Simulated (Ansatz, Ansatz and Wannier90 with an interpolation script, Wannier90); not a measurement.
## SrTiO3 (Tausonite): what limits a Wannier interpolation of GW

Aim: vary the Wannier model and the GW settings for SrTiO3 (Tausonite) and see what the interpolated bands lose.

Calculated with Wannier90 4.0.3; maximally localised Wannier functions from the overlaps of LDA states (plane waves, PAW).

## (1) Set-up

The structure is cubic, space group Pm-3m (No. 221). The conventional cell has a = 3.905 Å, b = 3.905 Å, c = 3.905 Å, α = 90.00°, β = 90.00°, γ = 90.00°. Sr has 12 O at 2.76 Å nearest. Ti has 6 O at 1.95 Å nearest. Nearest to O lie 2 Ti at 1.95 Å and 4 Sr at 2.76 Å. Farther neighbours and most contacts between anions are not listed.

The cell and positions come from the Crystallography Open Database and are kept as given unless a step says otherwise.

## (2) Wannier model on 8×8×8, by Wannier90

Localised functions give a small Hamiltonian that interpolates between mesh points at no cost.

The input, w.win:

```
num_iter = 1200
conv_tol = 1.0e-8
conv_window = 5
dis_num_iter = 4000
dis_conv_tol = 1.0e-8
dis_mix_ratio = 0.7
write_hr = true
use_ws_distance = false
num_print_cycles = 50
! ansatz wannier90 interface
! projections by site (counted from 0) and shell: 2 2P, 3 2P, 4 2P, 1 3D
! states of the run's bands (counted from 1): 1-31
num_bands = 31
num_wann  = 14
dis_win_min = 4.73
dis_win_max = 18.57
dis_froz_min = 4.73
dis_froz_max = 13.87
guiding_centres = true

begin unit_cell_cart
Ang
                  3.90528                      0.0                      0.0
                      0.0                  3.90528                      0.0
                      0.0                      0.0                  3.90528
end unit_cell_cart

begin atoms_frac
Sr                       0.5                      0.5                      0.5
Ti                       0.0                      0.0                      0.0
O                        0.5                      0.0                      0.0
O                        0.0                      0.5                      0.0
O                        0.0                      0.0                      0.5
end atoms_frac

mp_grid = 8 8 8

[... the mesh's points ...]
```

On the command line:

```sh
OMP_NUM_THREADS=1 mpirun -n 8 wannier90.x w > wannier90.x.log
```

Numbers of over 12 decimals in the logs are rounded to 6 here.

What it wrote:

```text
TEM
                                    ------

                              Lattice Vectors (Ang)
                    a_1     3.905280   0.000000   0.000000
                    a_2     0.000000   3.905280   0.000000
                    a_3     0.000000   0.000000   3.905280

                   Unit Cell Volume:      59.56025  (Ang^3)

                        Reciprocal-Space Vectors (Ang^-1)
                    b_1     1.608895   0.000000   0.000000
                    b_2     0.000000   1.608895   0.000000
                    b_3     0.000000   0.000000   1.608895

 *----------------------------------------------------------------------------*
 |   Site       Fractional Coordinate          Cartesian Coordinate (Ang)     |
 +----------------------------------------------------------------------------+
 | sr   1   0.50000   0.50000   0.50000   |    1.95264   1.95264   1.95264    |
 | ti   1   0.00000   0.00000   0.00000   |    0.00000   0.00000   0.00000    |
 | o    1   0.50000   0.00000   0.00000   |    1.95264   0.00000   0.00000    |
 | o    2   0.00000   0.50000   0.00000   |    0.00000   1.95264   0.00000    |
 | o    3   0.00000   0.00000   0.50000   |    0.00000   0.00000   1.95264    |
 *----------------------------------------------------------------------------*
                                ------------
                                K-POINT GRID
                                ------------

             Grid size =  8 x  8 x  8      Total points =  512

 *---------------------------------- MAIN ------------------------------------*
 |  Number of Wannier Functions               :                14             |
 |  Number of Objective Wannier Functions     :                14             |
 |  Number of input Bloch states              :                31             |
 |  Output verbosity (1=low, 5=high)          :                 1             |
 |  Timing Level (1=low, 5=high)              :                 1             |
 |  Optimisation (0=memory, 3=speed)          :                 3             |
 |  Length Unit                               :               Ang             |
 |  Post-processing setup (write *.nnkp)      :                 F             |
 |  Using Gamma-only branch of algorithms     :                 F             |
 *----------------------------------------------------------------------------*
 *------------------------------- WANNIERISE ---------------------------------*
 |  Total number of iterations                :              1200             |
 |  Number of CG steps before reset           :                 5             |
 |  Trial step length for line search         :             2.000             |
 |  Convergence tolerence                     :         0.100E-07             |
 |  Convergence window                        :                 5             |
[...]
------------------------------------------------------------------------------
 Initial State
  WF centre and spread    1  (  1.952640,  0.000000,  0.000000 )     1.06087779
  WF centre and spread    2  (  1.952640,  0.000000,  0.000000 )     0.77939588
  WF centre and spread    3  (  1.952640, -0.000000,  0.000000 )     1.06087779
[...]
Sum of centres and spreads (  5.857920,  5.857920,  5.857920 )    12.93788184

      0     0.129E+02     0.0000000000       12.9378818353       1.05  <-- CONV
        O_D=      0.0000000 O_OD=      0.4189477 O_TOT=     12.9378818 <-- SPRD
 ------------------------------------------------------------------------------
 Cycle:      1
[...]
Sum of centres and spreads (  5.857920,  5.857920,  5.857920 )    12.88392723

      1    -0.540E-01     0.1109985565       12.8839272349       1.06  <-- CONV
        O_D=      0.0000000 O_OD=      0.3649931 O_TOT=     12.8839272 <-- SPRD
 Delta: O_D=  0.5611419E-20 O_OD= -0.5395460E-01 O_TOT= -0.5395460E-01 <-- DLTA
 ------------------------------------------------------------------------------
 Cycle:     50
[...]
Sum of centres and spreads (  5.857920,  5.857920,  5.857920 )    12.74346547

     50    -0.362E-08     0.0000455455       12.7434654745       1.76  <-- CONV
        O_D=      0.0000000 O_OD=      0.2245314 O_TOT=     12.7434655 <-- SPRD
 Delta: O_D= -0.4755873E-20 O_OD= -0.3618575E-08 O_TOT= -0.3618576E-08 <-- DLTA
 ------------------------------------------------------------------------------

             <<<     Delta < 1.000E-08  over  5 iterations     >>>
             <<< Wannierisation convergence criteria satisfied >>>

 Final State
[...]
WF centre and spread   13  (  0.000000,  0.000000, -0.000000 )     0.71165398
  WF centre and spread   14  (  0.000000, -0.000000,  0.000000 )     0.94380318
  Sum of centres and spreads (  5.857920,  5.857920,  5.857920 )    12.74346547

         Spreads (Ang^2)       Omega I      =    12.518934094
        ================       Omega D      =     0.000000000
                               Omega OD     =     0.224531377
    Final Spread (Ang^2)       Omega Total  =    12.743465471
 ------------------------------------------------------------------------------

 Writing checkpoint file w.chk... done

 *---------------------------------------------------------------------------*
 |                               PLOTTING                                    |
 *---------------------------------------------------------------------------*

 *===========================================================================*
 |                             TIMING INFORMATION                            |
 *===========================================================================*
 |    Tag                                                Ncalls      Time (s)|
 |---------------------------------------------------------------------------|
 |kmesh: get                                        :         1         0.142|
 |overlap: read                                     :         1         2.351|
 |dis: main                                         :         1         1.092|
 |wann: main                                        :         1         0.735|
 |plot: main                                        :         1         0.281|
 *---------------------------------------------------------------------------*
 All done: wannier90 exiting
```

The job ended after 6 s (8 MPI ranks of Arm Neoverse V1, shared host; 45 s of CPU time).

Numbers from this step:

* gauge-invariant spread: 12.52 Å²
* diagonal spread: 0 Å²
* off-diagonal spread: 0.2245 Å²
* total spread: 12.74 Å²
* disentanglement steps: 131
* r.m.s. interpolation error: 1.73e-4 eV
* r.m.s. error near the gap: 1.75e-4 eV

Near the gap the model misses directly solved bands by 0.2 meV r.m.s. and by 1 meV at most in the window tested. This tests the starting bands, not the corrections carried with them.

## (3) Wannier model on 8×8×8, by the program's own minimiser

This step: maximally localised Wannier functions, LDA, plane waves, PAW.

The input, input.yaml:

```yaml
crystal:
  lattice:
    - [3.90528, 0.0, 0.0]
    - [0.0, 3.90528, 0.0]
    - [0.0, 0.0, 3.90528]
  atoms:
    - { symbol: Sr, position: [0.5, 0.5, 0.5] }
    - { symbol: Ti, position: [0.0, 0.0, 0.0] }
    - { symbol: O, position: [0.5, 0.0, 0.0] }
    - { symbol: O, position: [0.0, 0.5, 0.0] }
    - { symbol: O, position: [0.0, 0.0, 0.5] }
kpoints:
  mp_grid: { grid: [4, 4, 4] }
hamiltonian:
  xc: lda
scf:
  occupations: { method: fixed }
  n_extra_bands: 31
output:
  wannier:
    kmesh: [8, 8, 8]
    projections: [{ species: O, l: p, shell: 2 }, { species: Ti, l: d, shell: 3 }]
    minimise: true
    write_hr: true
    seedname: w
    conv_tol: 1.0e-06
    max_iter: 20000
    stability_check: false
    disentanglement:
      window: [4.73, 18.57]
      frozen_window: [4.73, 13.87]
      conv_tol: 1.0e-08
```

On the command line:

```sh
ansatz run input.yaml --threads 8 --pin off --max-ram 18432MiB --backend cpu --events-out ev --progress --plain --runs-dir out
```

What it wrote:

```text
scf.n_extra_bands = 31 over 20 filled bands (N_el = 40.0): the run solves 51 bands
Engine: ansatz 0.2.0, aarch64-unknown-linux-gnu
Pseudopotentials: kind: paw
Pseudopotential: Sr, paw, valence charge 10, recommended cutoff 420 eV (normal), Sr.paw.azcp
Pseudopotential: Ti, paw, valence charge 12, recommended cutoff 420 eV (normal), Ti.paw.azcp
Pseudopotential: O, paw, valence charge 6, recommended cutoff 420 eV (normal), O.paw.azcp
Functional definition: SPW92
  exchange = slater_x
  correlation = pw_c
Crystal: 5 atoms, lattice volume = 59.560 Å³
Basis set: ecut = 420 eV, 1189 PW (Γ)
Bands: 51, of which v1, the nominal top of the filled ones, is band 20 counted from 1 (19 counted from 0)
Symmetry: 48 space group operations
Space group: Pm-3m (ITA 221), of the structure as read, at distance tolerance 3.9e-5 Å
k-points: 10 of 64
Non-local potential: Sr, projectors of the file, l = 0: 3, l = 1: 2, l = 2: 2
Non-local potential: Ti, projectors of the file, l = 0: 3, l = 1: 2, l = 2: 3, l = 3: 1
Non-local potential: O, projectors of the file, l = 0: 2, l = 1: 2, l = 2: 1
PAW form: soft (Blöchl's): semilocal exchange-correlation on the pseudo side does not see the compensation charge
PAW frozen core: Sr, regenerated for the run's functional, and the local potential with it (the file was generated under x = pbe(κ = 0.804, μ = 0.219515), c = pbe(β = 0.066725))
PAW frozen core: Ti, regenerated for the run's functional, and the local potential with it (the file was generated under x = pbe(κ = 0.804, μ = 0.219515), c = pbe(β = 0.066725))
[...]
SCF 1 converged in 7 iterations: F = -7569.352221 eV  dr2 = 1.17e-8
[...]
NSCF: frozen V_eff on 38 k-points
the Wannier pass solved 38 of the 512 points of its mesh, and has the states at the others by symmetry: states obtained by the crystal's operations at points that were solved too leave a residual of 5.84e-13 eV (read by the count's bands and the next), within 5.56e-6 eV
SCF converged after 7 iterations
Free energy (F): -7569.352221 eV
Harris-Foulkes:  -7569.352221 eV  (|F-HF|=7.60e-9)
Internal energy: -7569.352221 eV  (E = F + TS)
E sigma→0 (E₀):  -7569.352221 eV
Fermi energy:    9.609689 eV
--- Per-component energies (eV) ---
  E_band       = -214.810828
  E_kinetic    = 1042.853715
  E_local      = -2388.995892  (includes V_loc(G=0)·N_el)
  E_nonlocal   = 361.432273
  E_hartree    = 829.163361
  E_xc         = -489.205216
  E_vxc        = -567.684818  (∫ρ·V_xc dr)
  E_paw        = -4034.424062  (= ΣΔE_a)
  E_vpaw       = -320.747341  (= ΣTr[D̂ρ^β])
  E_aug_tail   = 0.007690  (compensation charges beyond the density's cutoff)
  E_ewald      = -2891.094941
  E_core_change = 0.910850  (= ΣΔE_core)
  E_smearing   = -0.000000  (= −TS)
  E_closure    = 0.000000  (closes the sum)
  Σ components = -7569.352221   (vs F -7569.352221, Δ=0.00e0)
--- Band table (eV; the first three rows and the last of 10) ---
  k-point 0: bands = [... 16 lower, 8.4188, 9.2600, 9.2600, 9.2600, 11.3729, 11.3729, 11.3729, 13.9591, ... 27 higher]
  k-point 1: bands = [... 16 lower, 7.9206, 7.9634, 9.0128, 9.0128, 11.4567, 12.4676, 12.4676, 13.9727, ... 27 higher]
  k-point 2: bands = [... 16 lower, 7.2125, 7.5806, 8.8774, 8.8774, 11.5449, 13.3549, 13.3549, 13.9793, ... 27 higher]
  k-point 9: bands = [... 16 lower, 5.8367, 9.6097, 9.6097, 9.6097, 14.0430, 14.0430, 14.0430, 16.4933, ... 27 higher]
Wannier search: line search 1 of at most 20000: gauge-dependent spread (as the search counts it) 0.3649607 Å², largest recent change 5.4e-2 Å² against conv_tol 1.0e-6 Å², 0 stops escaped
```

Run time: 5.2 s. Hardware: 8 threads; peak memory 0.85 GiB; 24 s of CPU time.

Numbers from this step:

| Property | Result |
| --- | --- |
| gauge-invariant spread | 12.52 Å² |
| diagonal spread | 6.23e-23 Å² |
| off-diagonal spread | 0.2245 Å² |
| total spread | 12.74 Å² |
| least projectability | 0.6339 |
| localisation steps | 37 |
| disentanglement steps | 125 |
| r.m.s. interpolation error | 1.72e-4 eV |
| r.m.s. error near the gap | 1.74e-4 eV |

Near the gap the model misses directly solved bands by 0.2 meV r.m.s. and by 1 meV at most in the window tested. This tests the starting bands, not the corrections carried with them.

Frozen up to 4.26 eV; above it the model need not follow the bands. The electronic bands at the labelled points (eV, zero at the valence-band top; v1 is the highest filled band, c1 the lowest empty one):

| point | v4 | v3 | v2 | v1 | c1 | c2 | c3 | c4 |
| --- | --- | --- | --- | --- | --- | --- | --- | --- |
| Γ | -1.19 | -0.35 | -0.35 | -0.35 | 1.76 | 1.76 | 1.76 | 4.37 |
| halfway | -1.69 | -1.65 | -0.60 | -0.60 | 1.85 | 2.86 | 2.86 | 4.37 |
| X | -2.40 | -2.03 | -0.73 | -0.73 | 1.94 | 3.75 | 3.75 | 4.37 |
| halfway | -1.91 | -1.48 | -1.34 | -0.65 | 2.92 | 3.75 | 3.86 | 5.12 |
| M | -1.73 | -1.58 | -1.58 | -0.09 | 3.75 | 3.75 | 4.20 | 5.37 |
| halfway | -1.73 | -1.37 | -1.08 | -0.75 | 2.81 | 2.96 | 3.22 | 4.99 |
| Γ | -1.19 | -0.35 | -0.35 | -0.35 | 1.76 | 1.76 | 1.76 | 4.37 |
| halfway | -2.82 | -0.94 | -0.94 | -0.63 | 3.29 | 3.35 | 3.35 | 6.51 |
| R | -3.77 | 0.00 | 0.00 | 0.00 | 4.43 | 4.43 | 4.43 | 8.40 |
| halfway | -2.75 | -0.96 | -0.82 | -0.54 | 3.43 | 3.93 | 3.96 | 6.49 |
| X | -2.40 | -2.03 | -0.73 | -0.73 | 1.94 | 3.75 | 3.75 | 4.37 |
| jump to R | -3.77 | 0.00 | 0.00 | 0.00 | 4.43 | 4.43 | 4.43 | 8.40 |
| halfway | -3.17 | -0.68 | -0.68 | -0.05 | 4.04 | 4.04 | 4.31 | 7.01 |
| M | -1.73 | -1.58 | -1.58 | -0.09 | 3.75 | 3.75 | 4.20 | 5.37 |

The same for Kohn-Sham, solved directly:

| point | v4 | v3 | v2 | v1 | c1 | c2 | c3 | c4 |
| --- | --- | --- | --- | --- | --- | --- | --- | --- |
| Γ | -1.19 | -0.35 | -0.35 | -0.35 | 1.76 | 1.76 | 1.76 | 4.35 |
| X | -2.40 | -2.03 | -0.73 | -0.73 | 1.94 | 3.75 | 3.75 | 4.37 |
| M | -1.73 | -1.58 | -1.58 | -0.09 | 3.75 | 3.75 | 4.20 | 5.33 |
| Γ | -1.19 | -0.35 | -0.35 | -0.35 | 1.76 | 1.76 | 1.76 | 4.35 |
| R | -3.77 | 0.00 | 0.00 | 0.00 | 4.43 | 4.43 | 4.43 | 6.88 |
| X | -2.40 | -2.03 | -0.73 | -0.73 | 1.94 | 3.75 | 3.75 | 4.37 |
| R | -3.77 | 0.00 | 0.00 | 0.00 | 4.43 | 4.43 | 4.43 | 6.88 |
| M | -1.73 | -1.58 | -1.58 | -0.09 | 3.75 | 3.75 | 4.20 | 5.33 |

## (4) Wannier model on 4×4×4, by Wannier90

This step: maximally localised Wannier functions from the overlaps of LDA states (plane waves, PAW).

Edit w.win of step 2 so:

```diff
@@ -35,3 +35,3 @@
 
-mp_grid = 8 8 8
+mp_grid = 4 4 4
```

On the command line:

```sh
OMP_NUM_THREADS=1 mpirun -n 8 wannier90.x w > wannier90.x.log
```

What it wrote:

```text
[banner, memory and clock lines left out]
TEM
                                    ------

                              Lattice Vectors (Ang)
                    a_1     3.905280   0.000000   0.000000
                    a_2     0.000000   3.905280   0.000000
                    a_3     0.000000   0.000000   3.905280

                   Unit Cell Volume:      59.56025  (Ang^3)

                        Reciprocal-Space Vectors (Ang^-1)
                    b_1     1.608895   0.000000   0.000000
                    b_2     0.000000   1.608895   0.000000
                    b_3     0.000000   0.000000   1.608895

 *----------------------------------------------------------------------------*
 |   Site       Fractional Coordinate          Cartesian Coordinate (Ang)     |
 +----------------------------------------------------------------------------+
 | sr   1   0.50000   0.50000   0.50000   |    1.95264   1.95264   1.95264    |
 | ti   1   0.00000   0.00000   0.00000   |    0.00000   0.00000   0.00000    |
 | o    1   0.50000   0.00000   0.00000   |    1.95264   0.00000   0.00000    |
 | o    2   0.00000   0.50000   0.00000   |    0.00000   1.95264   0.00000    |
 | o    3   0.00000   0.00000   0.50000   |    0.00000   0.00000   1.95264    |
 *----------------------------------------------------------------------------*
                                ------------
                                K-POINT GRID
                                ------------

             Grid size =  4 x  4 x  4      Total points =   64

 *---------------------------------- MAIN ------------------------------------*
 |  Number of Wannier Functions               :                14             |
 |  Number of Objective Wannier Functions     :                14             |
[...]
Sum of centres and spreads (  5.857920,  5.857920,  5.857920 )    12.18165673

      1    -0.960E-01     0.2590045733       12.1816567291       0.05  <-- CONV
        O_D=      0.0000000 O_OD=      0.3142589 O_TOT=     12.1816567 <-- SPRD
 Delta: O_D=  0.4299105E-21 O_OD= -0.9595144E-01 O_TOT= -0.9595144E-01 <-- DLTA

             <<<     Delta < 1.000E-08  over  5 iterations     >>>
             <<< Wannierisation convergence criteria satisfied >>>

 Final State
[...]
WF centre and spread   13  ( -0.000000, -0.000000,  0.000000 )     0.64597010
  WF centre and spread   14  ( -0.000000, -0.000000, -0.000000 )     0.90262246
  Sum of centres and spreads (  5.857920,  5.857920,  5.857920 )    12.09491686

         Spreads (Ang^2)       Omega I      =    11.867397796
        ================       Omega D      =     0.000000000
                               Omega OD     =     0.227519066
    Final Spread (Ang^2)       Omega Total  =    12.094916862

 Writing checkpoint file w.chk... done

 *---------------------------------------------------------------------------*
 |                               PLOTTING                                    |
 *---------------------------------------------------------------------------*

 *===========================================================================*
 |                             TIMING INFORMATION                            |
 *===========================================================================*
 |    Tag                                                Ncalls      Time (s)|
 |---------------------------------------------------------------------------|
 |kmesh: get                                        :         1         0.020|
 |overlap: read                                     :         1         0.293|
 |dis: main                                         :         1         0.053|
 |wann: main                                        :         1         0.042|
 |plot: main                                        :         1         0.049|
 *---------------------------------------------------------------------------*
 All done: wannier90 exiting
```

It took 1.1 s on 8 MPI ranks.

This step gave:

```
gauge-invariant spread     : 11.87 Å²
diagonal spread            : 0 Å²
off-diagonal spread        : 0.2275 Å²
total spread               : 12.09 Å²
disentanglement steps      : 42
r.m.s. interpolation error : 0.002221 eV
r.m.s. error near the gap  : 0.002593 eV
```

Near the gap the model misses directly solved bands by 2.6 meV r.m.s. and by 17 meV at most in the window tested. This tests the starting bands, not the corrections carried with them.

Frozen up to 4.26 eV; above it the model need not follow the bands. Electronic bands along the path, in eV, zero at the valence-band top; v1 is the highest filled band, c1 the lowest empty one:

```
    point     v4     v3     v2     v1    c1    c2    c3    c4
        Γ  -1.19  -0.35  -0.35  -0.35  1.76  1.76  1.76  4.37
  halfway  -1.69  -1.65  -0.60  -0.60  1.85  2.86  2.86  4.37
        X  -2.40  -2.03  -0.73  -0.73  1.94  3.75  3.75  4.37
  halfway  -1.91  -1.48  -1.34  -0.65  2.92  3.75  3.86  5.13
        M  -1.73  -1.58  -1.58  -0.09  3.75  3.75  4.20  5.39
  halfway  -1.73  -1.37  -1.08  -0.75  2.81  2.96  3.22  5.00
        Γ  -1.19  -0.35  -0.35  -0.35  1.76  1.76  1.76  4.37
  halfway  -2.82  -0.94  -0.94  -0.63  3.29  3.35  3.35  6.52
        R  -3.77   0.00   0.00   0.00  4.43  4.43  4.43  8.40
  halfway  -2.75  -0.96  -0.82  -0.54  3.43  3.93  3.96  6.50
        X  -2.40  -2.03  -0.73  -0.73  1.94  3.75  3.75  4.37
jump to R  -3.77   0.00   0.00   0.00  4.43  4.43  4.43  8.40
  halfway  -3.17  -0.68  -0.68  -0.05  4.04  4.04  4.32  7.03
        M  -1.73  -1.58  -1.58  -0.09  3.75  3.75  4.20  5.39
```

The same for Kohn-Sham, solved directly:

(Unchanged from step 3.)

(Part 1 of 2 ends here.)

[Paths, hosts, dates, memory and timing lines, banners, echoed tables and standing remarks are left out of the program output.]

[Logs are printed without paths, hosts, clocks, repeated set-up lines and the standing remarks that a program may print on its own settings, such as how far it seeks lower states.]

[Runs of the session that timed out or met a known fault of the program may be left out.]

[Hosts, paths, dates, database ids (printed as entryN), source tags and the programs' standing remarks are cut or masked in the printed files.]
